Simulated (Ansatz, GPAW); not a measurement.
# H2PtO2 (model structure): optical spectrum from first principles, part 2 of 2

Aim: the dielectric function of H2PtO2 (model structure), and the optical constants that follow from it. The structure is a model built here, which may or may not match a known phase. It was built so: All Ni replaced by Pt in the P-3m1 structure of NiH2O2. The cell is first relaxed with Ansatz.

GPAW 26.7.0; DFT, PBE, plane-wave PAW (GPAW data sets), scalar-relativistic, RPA, optical limit.

So far: The starting structure; Relaxation.

## (3) Ground state

First the ground state: is it a metal or has it a gap?

This step: DFT, PBE, plane-wave PAW (GPAW data sets), scalar-relativistic, ground state (GPAW 26.7.0).

gs.py

```python
from ase import Atoms
from ase.dft.bandgap import bandgap
from gpaw import GPAW, PW, FermiDirac

atoms = Atoms(['Pt', 'O', 'O', 'H', 'H'],
              cell=[[3.674961047498, -0.000000003295, 0.000000000000],
                    [-1.837480520895, 3.182609626699, 0.000000000000],
                    [0.000000000000, 0.000000000000, 4.128907049000]],
              scaled_positions=[[1.000000000000, 0.000000000000, 1.000000000000],
                                [0.666666666667, 0.333333333333, 0.811196611500],
                                [0.333333333333, 0.666666666667, 0.188803388500],
                                [0.666666666667, 0.333333333333, 0.572938500300],
                                [0.333333333333, 0.666666666667, 0.427061499700]],
              pbc=[True, True, True])
atoms.calc = GPAW(mode=PW(450), xc='PBE', kpts={'size': (7, 7, 6), 'gamma': True},
                  occupations=FermiDirac(0.05), maxiter=150, txt='gs.txt')
print('energy (eV)', atoms.get_potential_energy())
print('Fermi level (eV)', atoms.calc.get_fermi_level())
print('valence electrons', atoms.calc.get_number_of_electrons())
print('gap (eV)', bandgap(atoms.calc, output=None)[0])
print('direct gap (eV)', bandgap(atoms.calc, direct=True, output=None)[0])
atoms.calc.write('gs.gpw')
```

The run is started by

```
$ OMP_NUM_THREADS=1 python gs.py
```

Numbers of over 12 decimals in the logs are rounded to 6 here.

Log:

```text
__  _  _
 | _ |_)|_||  |
 |__||  | ||/\| - 26.7.0

Versions:
  Python: 3.12.14
  ASE:    3.29.0
  Numpy:  2.5.5
  Scipy:  1.18.1
  Libxc:  7.0.0

Input parameters:
  mode=PW(ecut=450.000000),
  kpts=MonkhorstPack(size=(7, 7, 6), gamma=True),
  maxiter=150,
  occupations=Occupations(name='fermi-dirac', width=0.05, fixmagmom=False),
  xc=XC(name='PBE')

Diagonalizing LCAO Hamiltonian
Converting LCAO to pw mode

             O  Pt

         H   H
         O

Atoms  # Å, Bohr magnetons
|   | symbol |        x |         y |        z |    initial magnetic moments |
| 0 |     Pt | 3.674961 | -0.000000 | 4.128907 | ( 0.0000,  0.0000,  0.0000) |
| 1 |      O | 1.837481 |  1.060870 | 3.349355 | ( 0.0000,  0.0000,  0.0000) |
| 2 |      O | 0.000000 |  2.121740 | 0.779552 | ( 0.0000,  0.0000,  0.0000) |
| 3 |      H | 1.837481 |  1.060870 | 2.365610 | ( 0.0000,  0.0000,  0.0000) |
| 4 |      H | 0.000000 |  2.121740 | 1.763297 | ( 0.0000,  0.0000,  0.0000) |

Unit cell  # Å
| periodic |         x |         y |        z |  lengths |     angles |
|      yes |  3.674961 | -0.000000 | 0.000000 | 3.674961 |  90.000000 |
|      yes | -1.837481 |  3.182610 | 0.000000 | 3.674961 |  90.000000 |
|      yes |  0.000000 |  0.000000 | 4.128907 | 4.128907 | 120.000000 |

Number of symmetries: 12
Symmetry operations  # r_c * U_cc + t_c -> r_c
|    | kind |            matrix            |
|  0 |  σ   |  1, 1, 0,  0,-1, 0,  0, 0, 1 |
|  1 |  S6  |  1, 1, 0, -1, 0, 0,  0, 0,-1 |
|  2 |  E   |  1, 0, 0,  0, 1, 0,  0, 0, 1 |
|  3 |  C2  |  1, 0, 0, -1,-1, 0,  0, 0,-1 |
|  4 |  C2  |  0, 1, 0,  1, 0, 0,  0, 0,-1 |
|  5 |  C3  |  0, 1, 0, -1,-1, 0,  0, 0, 1 |
|  6 |  S6  |  0,-1, 0,  1, 1, 0,  0, 0,-1 |
|  7 |  σ   |  0,-1, 0, -1, 0, 0,  0, 0, 1 |
|  8 |  σ   | -1, 0, 0,  1, 1, 0,  0, 0, 1 |
|  9 |  i   | -1, 0, 0,  0,-1, 0,  0, 0,-1 |
| 10 |  C3  | -1,-1, 0,  1, 0, 0,  0, 0, 1 |
| 11 |  C2  | -1,-1, 0,  0, 1, 0,  0, 0,-1 |

BZ-sampling:
  Number of BZ points: 294
  Number of IBZ points: 40

  Monkhorst-Pack size: [7, 7, 6]
  Monkhorst-Pack shift: [0.0, 0.0, 0.083333]

K-points  # in reciprocal-cell coordinates
|     |                                coordinates |     weight |
|   0 | (  0.00000000,   0.00000000,   0.00000000) | 0.00340136 |
|   1 | (  0.00000000,   0.00000000,   0.16666667) | 0.00680272 |
|   2 | (  0.00000000,   0.00000000,   0.33333333) | 0.00680272 |
|   3 | (  0.00000000,   0.00000000,   0.50000000) | 0.00340136 |
|   4 | (  0.14285714,   0.00000000,  -0.33333333) | 0.02040816 |
|   5 | (  0.14285714,   0.00000000,  -0.16666667) | 0.02040816 |
|   6 | (  0.14285714,   0.00000000,   0.00000000) | 0.02040816 |
|   7 | (  0.14285714,   0.00000000,   0.16666667) | 0.02040816 |
|   8 | (  0.14285714,   0.00000000,   0.33333333) | 0.02040816 |
|   9 | (  0.14285714,   0.00000000,   0.50000000) | 0.02040816 |
| ... |                                            |            |
|  39 | (  0.42857143,   0.42857143,   0.50000000) | 0.02040816 |

Plane wave coefficients: 1067
Cutoff: 450.000000 eV

Spin-components: 1 (collinear spins)
Bands:           22
Projectors:      22
Spin-degeneracy: 2
Datatype:        complex128

Parallelization:
  kpt:    1
  domain: 1
  band:   1

Density:
  Valence electrons: 30.0
  Components: 1
  Grid points: [18 18 21]
  Charge: 0.0  # |e|

Potential:
  Grid points: [18 18 21]

species:
  Pt:
    name:    Platinum
    id:
    Z:       78.0
    valence: 16
    core:    62
    charge:  0.0  # [|e|]
    compensation charges:
      type: gauss
      rc: 0.41  # [Å]
      lmax: 2
    cutoffs:
      filter: 2.26  # [Å]
      core: 2.26  # [Å]
    projectors
    | kind |    occ | energy [eV] | rcut [Å] |
    |   6s |  1.000 |      -5.628 |    1.307 |
    |   5p |  6.000 |     -56.051 |    1.371 |
    |   6p |  0.000 |      -0.845 |    1.371 |
    |   5d |  9.000 |      -6.153 |    1.307 |
    |    s |        |      21.583 |    1.307 |
    |    d |        |      21.058 |    1.307 |

    Using partial waves for Pt as LCAO basis

  O:
    name:    Oxygen
    id:
    Z:       8.0
    valence: 6
    core:    2
    charge:  0.0  # [|e|]
    compensation charges:
      type: gauss
      rc: 0.21  # [Å]
      lmax: 2
    cutoffs:
      filter: 1.17  # [Å]
      core: 0.83  # [Å]
    projectors
    | kind |    occ | energy [eV] | rcut [Å] |
    |   2s |  2.000 |     -23.961 |    0.688 |
    |   2p |  4.000 |      -9.029 |    0.598 |
    |    s |        |       3.251 |    0.688 |
    |    p |        |      18.182 |    0.598 |
    |    d |        |       0.000 |    0.619 |

    Using partial waves for O as LCAO basis

  H:
    name:    Hydrogen
    id:
    Z:       1.0
    valence: 1
    core:    0
    charge:  0.0  # [|e|]
    compensation charges:
      type: gauss
      rc: 0.15  # [Å]
      lmax: 2
    cutoffs:
      filter: 0.85  # [Å]
      core: 0.53  # [Å]
    projectors
    | kind |    occ | energy [eV] | rcut [Å] |
    |   1s |  1.000 |      -6.494 |    0.476 |
    |    s |        |      20.717 |    0.476 |
    |    p |        |       0.000 |    0.476 |

    Using partial waves for H as LCAO basis

Reference energy: -504482.047694  # eV

eigensolver:
  PPCG
  Converge bands: occupied
  niter=2

density mixing:
  MSR1-Mixer
  Pratt-step length: 0.05
  Maximum mixing coefficient: 0.75
  Old densities: 10
  SVD Regularization: 0.005
  Good broyden scale: 1.0
  Trust region scale: 1.0
  Backstep threshold: 4.0
  History deletion threshold: 6.0
  Fourier metric: weight=20.0, sigma=0.015

occupation numbers:
  Fermi-Dirac:
    width: 0.0500  # eV

poisson solver:
  ecut: 3600.000000  # eV

xc functional:
  name: PBE with 2 nearest neighbor stencil

convergence criteria:
- Maximum [total energy] change in last 3 cyles: 0.0005 eV / valence electron
- Maximum integral of absolute [dens]ity change: 0.0001 electrons / valence electron
- Maximum integral of absolute [eigenst]ate change: 4e-08 eV^2 / valence electron
maximum number of iterations: 150

SCF iterations
|iter     |      energy | eigst |  dens |
|iter:   1||  -25.678322 | +0.26 |       |
|iter:   2||  -24.940469 | -1.93 | -0.98 |
|iter:   3||  -23.495286 | -1.15 | -1.04 |
|iter:   4||  -23.475201 | -2.79 | -1.55 |
|iter:   5||  -23.467118 | -2.96 | -1.77 |
|iter:   6||  -23.466976c| -4.36 | -2.71 |
|iter:   7||  -23.467019c| -5.54 | -3.07 |
|iter:   8||  -23.467026c| -6.30 | -3.59 |
|iter:   9||  -23.467027c| -7.73c| -4.38c|

Converged in 9 steps
SCF loop duration: 20.229 s (2.248 s/step)
Energy contributions relative to reference atoms: (reference = -504482.047694)

Energy contributions:
  Kinetic:           9.103849
  Coulomb:         -11.171868
  Zero:             -0.716422
  External:          0.000000
  Xc:              -20.674759
  Entropy:          -0.015653
  Spinorbit:         0.000000
  ----------------------------
  Free energy:     -23.474854
  Extrapolated:    -23.467027

dipole moment: (-6.161684, -10.672350, -13.845600)  # |e|*Ang

Fermi level: 5.483
Eigenvalues  # (at kpt = [0.000, 0.000, 0.000])
| band index |      eig [eV] | occ [0-2] |
|          0 |       -47.322 |     2.000 |
|        ... |               |           |
|          6 |        -1.684 |     2.000 |
|          7 |        -1.684 |     2.000 |
|          8 |        -1.341 |     2.000 |
|          9 |         1.392 |     2.000 |
|         10 |         1.393 |     2.000 |
|         11 |         2.963 |     2.000 |
|         12 |         2.988 |     2.000 |
|         13 |         2.988 |     2.000 |
|         14 |         5.507 |     0.767 |
|         15 |         6.332 |     0.000 |
|         16 |         6.332 |     0.000 |
|         17 |         9.772 |     0.000 |
|         18 |        13.614 |     0.000 |
|         19 |        16.040 |     0.000 |
|         20 |        16.041 |     0.000 |
|         21 |        18.390 |     0.000 |

No gap
No difference between direct/indirect transitions

--- standard output ---
energy (eV) -23.467027
Fermi level (eV) 5.483372
valence electrons 30.0
gap (eV) 0.0
direct gap (eV) 0.0
```

Run time: 23 s. Hardware: 1 thread of Intel Xeon Platinum 8488C (Sapphire Rapids), shared host; peak memory 0.16 GiB.

Read-outs, printed or worked out from the files:

* energy: -23.47 eV
* Fermi energy: 5.483 eV
* electrons: 30

There are states at the Fermi level within the smearing, so the occupations stay smeared and the carriers get a Drude term.

## (4) Bands for the response

At the fixed density, many empty bands are solved on the mesh of the response, since the spectrum sums over them.

This step: DFT, PBE, plane-wave PAW (GPAW data sets), scalar-relativistic, bands at fixed density (GPAW 26.7.0).

nscf.py

```python
from ase.dft.bandgap import bandgap
from gpaw import GPAW, FermiDirac

calc = GPAW('gs.gpw').fixed_density(kpts={'size': (10, 10, 8), 'gamma': True}, nbands=40, convergence={'bands': 34},
                                    occupations=FermiDirac(0.05), txt='nscf.txt')
print('gap (eV)', bandgap(calc, output=None)[0])
print('direct gap (eV)', bandgap(calc, direct=True, output=None)[0])
print('top band over the Fermi level (eV)', min(calc.get_eigenvalues(kpt=k)[33] for k in range(len(calc.get_ibz_k_points()))) - calc.get_fermi_level())
calc.write('full.gpw', mode='all')
```

The run is started by

```
$ OMP_NUM_THREADS=1 python nscf.py
```

Log:

```text
Diagonalizing LCAO Hamiltonian
Converting LCAO to pw mode
convergence criteria:
- Maximum integral of absolute [eigenst]ate change: 4e-08 eV^2 / valence electron
maximum number of iterations: 150

SCF iterations
|iter     |      energy | eigst |  dens |
|iter:   1||             | +2.99 |       |
|iter:   2||             | +1.46 |       |
|iter:   3||             | +0.39 |       |
|iter:   4||             | -0.64 |       |
|iter:   5||             | -1.45 |       |
|iter:   6||             | -2.29 |       |
|iter:   7||             | -3.05 |       |
|iter:   8||             | -3.86 |       |
|iter:   9||             | -4.63 |       |
|iter:  10||             | -5.46 |       |
|iter:  11||             | -6.21 |       |
|iter:  12||             | -6.95 |       |
|iter:  13||             | -7.53c|       |
SCF steps: 13
  __  _  _
 | _ |_)|_||  |
 |__||  | ||/\| - 26.7.0

Versions:
  Python: 3.12.14
  ASE:    3.29.0
  Numpy:  2.5.5
  Scipy:  1.18.1
  Libxc:  7.0.0

Input parameters:
  mode=PW(ecut=450.000000),
  convergence={'bands': 34},
  gpts=array([18, 18, 21]),
  kpts=MonkhorstPack(size=(10, 10, 8), gamma=True),
  maxiter=150,
  nbands=40,
  occupations=Occupations(name='fermi-dirac', width=0.05, fixmagmom=False),
  parallel={},
  xc=XC(name='PBE')

--- standard output ---
gap (eV) 0.0
direct gap (eV) 0.0
top band over the Fermi level (eV) 24.164591
```

Elapsed: 2.2 min, on 1 thread; peak memory 0.24 GiB.

## (5) Dielectric function, RPA

Transitions between filled and empty bands, summed over the zone, give the optical response, so mesh, band count and broadening shape it.

The induced potential is part of this response.

This step: DFT, PBE, plane-wave PAW (GPAW data sets), scalar-relativistic, RPA, optical limit (GPAW 26.7.0).

df.py

```python
from gpaw.response.df import DielectricFunction

df = DielectricFunction('full.gpw', frequencies={'type': 'nonlinear', 'domega0': 0.03, 'omega2': 8},
                        ecut=50,
                        eta=0.1,
                        nbands=34,
                        rate=0.03,
                        txt='df.txt')
for direction in ['x', 'z']:
    df.get_dielectric_function(xc='RPA', direction=direction, filename=f'df_{direction}.csv')
```

The run is started by

```
$ OMP_NUM_THREADS=1 python df.py
```

Log:

```text
Using integrator: PointIntegrator
NonLinearFrequencyDescriptor(from 0.000 to 81.130 eV, 521 points)
Nonperiodic BCs:  [False False False]
Using integrator: PointIntegrator
NonLinearFrequencyDescriptor(from 0.000 to 81.130 eV, 521 points)
Nonperiodic BCs:  [False False False]
Using integrator: PointIntegrator

Calculating chi0 body with:
    Ground state adapter containing:
    Number of spins: 1
    Number of kpoints: 800
    Number of irreducible kpoints: 94
    Number of completely occupied states: 14
    Number of partially occupied states: 16

    Linear response parametrization:
    q_c: [0.0, 0.0, 0.0]
    Number of frequency points: 521
    Planewave cutoff: 50.0
    Number of bands: 34
    Number of planewaves: 29
    Broadening (eta): 0.1

Integrating chi0 body.

Symmetries of q_c:
    Direct symmetries (Uq -> q): 12
    Indirect symmetries (TUq -> q): 0
In total 12 allowed symmetries.

94 groups of equivalent kpoints. 88.25% reduction.

Integral kind: spectral function

Calculating chi0 optical extensions with:
    Ground state adapter containing:
    Number of spins: 1
    Number of kpoints: 800
    Number of irreducible kpoints: 94
    Number of completely occupied states: 14
    Number of partially occupied states: 16

    Linear response parametrization:
    Number of frequency points: 521
    Planewave cutoff: 50.0
    Number of bands: 34
    Number of planewaves: 29
    Broadening (eta): 0.1
Integrating chi0 head and wings.

Symmetries of q_c:
    Direct symmetries (Uq -> q): 12
    Indirect symmetries (TUq -> q): 0
In total 12 allowed symmetries.

94 groups of equivalent kpoints. 88.25% reduction.

Integral kind: spectral function wings

Calculating drude chi0 with:
    Number of frequency points:521
    Plasma frequency decay rate: 0.03 eV

    Ground state adapter containing:
    Number of spins: 1
    Number of kpoints: 800
    Number of irreducible kpoints: 94
    Number of completely occupied states: 14
    Number of partially occupied states: 16

Symmetries of q_c:
    Direct symmetries (Uq -> q): 12
    Indirect symmetries (TUq -> q): 0
In total 12 allowed symmetries.

94 groups of equivalent kpoints. 88.25% reduction.

Integral kind: intraband
Plasma frequency:
[[3.96+0.j 0.  -0.j 0.  +0.j]
 [0.  -0.j 3.96+0.j 0.  -0.j]
 [0.  +0.j 0.  -0.j 1.18+0.j]]
```

Wall time 16 s (1 thread); peak memory 0.26 GiB.

The Im ε has structure finer than the step of the table below, so its rows give means over 0.5 eV, whole bins alone (the curve runs from 0.305 to 15.0 eV). Peaks (eV: height): E ∥ x 0.62: 22.4, 2.66: 5.51, 5.08: 6.01; E ∥ z 2.10: 1.71, 2.59: 1.60, 6.18: 4.73, 8.45: 2.95, 9.75: 3.24.

Sum at mesh points, not converged in k. The Im ε by photon energy; means over each step:

```csv
photon energy (eV),E ∥ x,E ∥ z
1.0,15.4,1.47
1.5,3.05,0.491
2.0,1.51,1.01
2.5,4.47,1.20
3.0,2.74,0.916
3.5,1.35,1.21
4.0,1.39,1.54
4.5,2.77,1.62
5.0,5.35,2.30
5.5,4.52,2.49
6.0,3.20,3.81
6.5,2.73,3.50
7.0,2.71,2.38
7.5,2.43,2.15
8.0,1.99,2.45
8.5,2.15,2.76
9.0,1.63,2.41
9.5,1.67,2.72
10.0,1.58,2.85
10.5,1.58,1.94
11.0,1.43,1.78
11.5,1.69,1.81
12.0,1.67,1.51
12.5,1.35,1.25
13.0,1.34,1.57
13.5,1.54,1.67
14.0,1.42,1.74
14.5,1.10,1.91
```

Values under 1 per cm are given as 1; sum at mesh points, not converged in k. Absorption coefficient against photon energy:

```csv
photon energy (eV),E ∥ x (1/cm),E ∥ z (1/cm)
0.5,3.4e5,77038
1.0,4.8e5,46414
1.5,4.2e5,16301
2.0,1.8e5,58345
2.5,3.4e5,85365
3.0,3.7e5,75916
3.5,1.9e5,1.1e5
4.0,1.6e5,1.4e5
4.5,3.0e5,1.7e5
5.0,6.5e5,2.7e5
5.5,7.9e5,3.0e5
6.0,6.8e5,5.2e5
6.5,6.6e5,6.6e5
7.0,6.7e5,5.3e5
7.5,7.7e5,4.8e5
8.0,6.2e5,5.6e5
8.5,8.1e5,7.7e5
9.0,6.7e5,7.5e5
9.5,7.5e5,8.0e5
10.0,6.9e5,1.1e6
10.5,8.0e5,8.4e5
11.0,6.8e5,8.2e5
11.5,8.0e5,8.8e5
12.0,9.3e5,7.8e5
12.5,7.9e5,6.2e5
13.0,7.9e5,7.9e5
13.5,9.5e5,8.7e5
14.0,1.0e6,9.2e5
14.5,8.7e5,1.0e6
```

The reflectivity at normal incidence has structure finer than the step of the table below, so its rows give means over 0.5 eV, whole bins alone (the curve runs from 0.305 to 15.0 eV). Peaks (eV: height): E ∥ x 1.45: 81.7, 2.86: 33.2, 5.12: 28.1; E ∥ z 2.02: 14.1, 2.51: 13.0, 6.18: 22.8, 8.45: 15.6, 9.96: 18.5, 11.48: 11.6.

Sum at mesh points, not converged in k. Table of reflectivity at normal incidence by photon energy; means over each step:

```csv
photon energy (eV),E ∥ x (%),E ∥ z (%)
1.0,75.5,8.35
1.5,79.7,8.44
2.0,31.2,12.3
2.5,23.8,11.8
3.0,25.6,11.0
3.5,7.21,13.1
4.0,9.51,13.0
4.5,17.3,13.9
5.0,25.7,15.4
5.5,26.3,15.9
6.0,21.1,20.0
6.5,17.8,18.5
7.0,17.0,12.7
7.5,17.6,11.4
8.0,13.3,12.9
8.5,15.3,14.6
9.0,11.2,12.9
9.5,10.9,14.4
10.0,9.00,17.7
10.5,10.6,13.3
11.0,7.65,10.2
11.5,9.84,10.7
12.0,11.2,8.84
12.5,9.30,6.10
13.0,7.89,7.94
13.5,9.76,8.62
14.0,11.4,9.19
14.5,9.00,10.5
```

The loss function −Im 1/ε at q → 0 has structure finer than the step of the table below, so its rows give means over 0.5 eV, whole bins alone (the curve runs from 0.305 to 15.0 eV). Peaks (eV: height): E ∥ x 1.99: 0.721, 3.18: 0.577, 7.97: 0.502, 9.02: 0.535, 9.68: 0.557, 10.59: 0.623, 12.42: 0.640; E ∥ z 0.59: 0.469, 6.87: 0.286, 9.02: 0.306, 10.52: 0.510, 12.26: 0.493.

Sum at mesh points, not converged in k. The loss function −Im 1/ε at q → 0 by energy loss; means over each step:

```csv
energy loss (eV),E ∥ x,E ∥ z
1.0,0.0286,0.195
1.5,0.0487,0.0510
2.0,0.417,0.0582
2.5,0.180,0.0745
3.0,0.396,0.0613
3.5,0.351,0.0611
4.0,0.132,0.0835
4.5,0.0975,0.0782
5.0,0.136,0.103
5.5,0.218,0.105
6.0,0.302,0.127
6.5,0.340,0.226
7.0,0.332,0.268
7.5,0.398,0.222
8.0,0.439,0.211
8.5,0.436,0.243
9.0,0.520,0.278
9.5,0.495,0.242
10.0,0.453,0.320
10.5,0.529,0.453
11.0,0.449,0.417
11.5,0.439,0.426
12.0,0.505,0.482
12.5,0.593,0.406
13.0,0.532,0.343
13.5,0.510,0.356
14.0,0.634,0.359
14.5,0.755,0.369
```

The Im ε, E ∥ x has structure finer than the step of the table below, so its rows give means over 0.5 eV, whole bins alone (the curve runs from 0.305 to 15.0 eV). Peaks (eV: height): without local fields 0.62: 22.7, 2.66: 5.56, 5.08: 6.34; with local fields 0.62: 22.4, 2.66: 5.51, 5.08: 6.01.

Sum at mesh points, not converged in k. Im ε, E ∥ x against photon energy; means over each step:

```csv
photon energy (eV),without local fields,with local fields
1.0,15.5,15.4
1.5,3.06,3.05
2.0,1.51,1.51
2.5,4.50,4.47
3.0,2.77,2.74
3.5,1.35,1.35
4.0,1.40,1.39
4.5,2.83,2.77
5.0,5.64,5.35
5.5,4.72,4.52
6.0,3.32,3.20
6.5,2.81,2.73
7.0,2.83,2.71
7.5,2.52,2.43
8.0,2.03,1.99
8.5,2.19,2.15
9.0,1.66,1.63
9.5,1.73,1.67
10.0,1.66,1.58
10.5,1.64,1.58
11.0,1.56,1.43
11.5,1.85,1.69
12.0,1.81,1.67
12.5,1.52,1.35
13.0,1.55,1.34
13.5,1.73,1.54
14.0,1.51,1.42
14.5,1.17,1.10
```

At chosen wavelengths:

```csv
wavelength (nm),n x,k x,R (%) x,1/α x,n z,k z,R (%) z,1/α z
1550,2.24,4.543,71.2,27 nm,1.60,0.604,10.1,204 nm
1064,1.08,3.981,78.7,21 nm,1.65,0.305,7.3,277 nm
800,0.43,2.573,80.2,25 nm,1.83,0.094,8.7,676 nm
633,0.68,0.950,27.4,53 nm,2.13,0.225,13.5,224 nm
405,0.94,1.095,24.2,29 nm,1.94,0.215,10.7,150 nm
365,1.24,0.614,8.1,47 nm,2.08,0.245,12.8,119 nm
308,1.79,0.405,9.9,61 nm,2.04,0.352,12.8,70 nm
```

In reflection the computed colour is violet: x = 0.293, y = 0.269, luminous reflectivity 14 %.

## (6) Outcome

What this shows: At this level (PBE, RPA) H2PtO2 is a metal. The mesh is too coarse to trust the carriers' weight, the reflectivity or the colour to better than tens of per cent. The cell grew by 12.0 % in volume. In reflection the computed colour is violet: x = 0.293, y = 0.269, luminous reflectivity 14 %. The carriers' damping of 0.03 eV is typed, not computed; it shapes the response at the lowest energies. The run has no spin polarisation; magnetic order or correlation, untested here, could change the spectrum. Spin-orbit coupling is left out although heavy atoms are present. The cell grew by 12 % in the relaxation, which can come from the guessed start or, where layers or molecules are weakly bound, from the missing dispersion term; a larger cell lowers ε. In this version of GPAW the matrix elements of the optical limit are incomplete, which can lower ε − 1 by up to a tenth where first-row anions or d states rule, and shift it by more in d metals. GPAW's carrier term has the form −ωp²/(ω + i·rate)², which damps like twice the rate and fails at low energy, so the curves leave the lowest energies out. The sum runs over mesh points 0.20 Å⁻¹ apart with no interpolation, so peaks are partly noise of the mesh, and the Drude plasma energy, a sum over the Fermi surface, isn't converged.

[Machine, clock and banner lines and Python warnings are left out of the logs.]

[Logs are printed without paths, hosts, clocks, repeated set-up lines and the standing remarks that a program may print on its own settings, such as how far it seeks lower states.]

[Hosts, paths, dates, database ids (printed as entryN), source tags and the programs' standing remarks are cut or masked in the printed files.]
